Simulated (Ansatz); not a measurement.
In doubt: masses and optical values from hybrid runs of this build are listed as unsure (in some of the runs), which bears on the screening that GW takes from such a start.

System: CsPbBr3 (Pm-3m).

```xyz
5
Lattice="5.9486 0.0000 0.0000 0.0000 5.9486 0.0000 0.0000 0.0000 5.9486" Properties=species:S:1:pos:R:3 pbc="T T T"
Cs    0.0000    0.0000    0.0000
Pb    2.9743    2.9743    2.9743
Br    2.9743    2.9743    0.0000
Br    2.9743    0.0000    2.9743
Br    0.0000    2.9743    2.9743
```

The cell and positions are those that the Materials Project relaxed with its own functionals (PBE, PBE+U or r2SCAN), kept fixed. Spin-orbit coupling is left out unless a run names it.

Gaps computed with Ansatz 0.2.0 without a self-energy: HSE06 2.30 eV.

**Question.** What gap should G0W0 on HSE06 give (4×4×4 mesh, 878 empty bands, screening to 150 eV, hard PAW files)?

About 3.13 eV: on its mesh the run moves the gap from 2.29 eV by +0.84 eV. Bands and cutoff are finite, so the gap is not at the basis limit. The miss can reach some tenths of an eV and take either sign; the mesh is an error of its own. Where an edge is built on 6p states of lead, bismuth or thallium, scalar-relativistic gaps usually stand too wide, by a few tenths to over one eV. This is the ideal cubic cell; many perovskites, halides above all, are cubic only on average, and local tilts or off-centring can widen the gap. The many-body steps are scalar-relativistic: spin-orbit coupling is not in them.

[Paths, hosts, dates, memory and timing lines, banners, echoed tables and standing remarks are left out of the program output.]

[Logs are printed without paths, hosts, clocks, repeated set-up lines and the standing remarks that a program may print on its own settings, such as how far it seeks lower states.]

[Runs of the session that timed out or met a known fault of the program may be left out.]

[Cells called generated may have been cut or substituted from an entry of the Crystallography Open Database or the Materials Project.]

[Hosts, paths, dates, database ids (printed as entryN), source tags and the programs' standing remarks are cut or masked in the printed files.]
